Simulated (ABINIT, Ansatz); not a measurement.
Planning a run of ABINIT 10.8.3 on MgH2 (P4_2/mnm). The input:

```
acell 3*1.0 Angstrom
rprim 
  4.516800000000 0.000000000000 0.000000000000
  0.000000000000 4.516800000000 0.000000000000
  0.000000000000 0.000000000000 3.020500000000
ntypat 2
znucl 12 1
natom 6
typat 1 1 2 2 2 2
xred 
  0.000000000000 0.000000000000 0.000000000000
  0.500000000000 0.500000000000 0.500000000000
  0.306000000000 0.306000000000 0.000000000000
  0.194000000000 0.806000000000 0.500000000000
  0.694000000000 0.694000000000 0.000000000000
  0.806000000000 0.194000000000 0.500000000000
pp_dirpath "pseudos"
pseudos "Mg.upf, H.upf"
ecut 38
ngkpt 6 6 8
nshiftk 1
shiftk 0.11 0.21 0.31
kptopt 3
chksymbreak 0
istwfk *1
occopt 1
irdwfk 1
optdriver 99
bs_calctype 1
mbpt_sciss 1.973 eV
bs_loband 9
nband 18
bs_exchange_term 1
bs_coulomb_term 21
bs_coupling 0
bs_algorithm 2
bs_freq_mesh 0 13 0.1 eV
zcut 0.15 eV
ecuteps 3
ecutwfn 19
inclvkb 2
mdf_epsinf 3.97
irdden 1
bs_haydock_niter 300
bs_haydock_tol -0.02 0
indata_prefix "in"
outdata_prefix "out"
tmpdata_prefix "tmp"
```

```sh
OMP_NUM_THREADS=1 mpirun -n 8 abinit run.abi > log
```

Estimate wall time and host memory on 8 MPI ranks of Arm Neoverse V1, shared host.

It took 9.1 min; on shared hardware allow 4.5 min to 18 min. Peak host memory was 7.2 GiB.

The kernel grows as the square of the matrix size, and full diagonalisation as its cube.

[Paths, hosts, dates, memory and timing lines, banners, echoed tables and standing remarks are left out of the program output.]

[Logs are printed without paths, hosts, clocks, repeated set-up lines and the standing remarks that a program may print on its own settings, such as how far it seeks lower states.]

[Runs of the session that timed out or met a known fault of the program may be left out.]

[Hosts, paths, dates, database ids (printed as entryN), source tags and the programs' standing remarks are cut or masked in the printed files.]

[G0W0 gaps are taken among the corrected bands and points alone; a level outside them can change the order at an edge.]

[Where Ansatz stands beside ABINIT at settings called matched, ABINIT's density can come from a denser mesh and the files from another edition; pairs whose starting gaps differed by over 0.03 eV were left out, so agreement reads better than it is.]
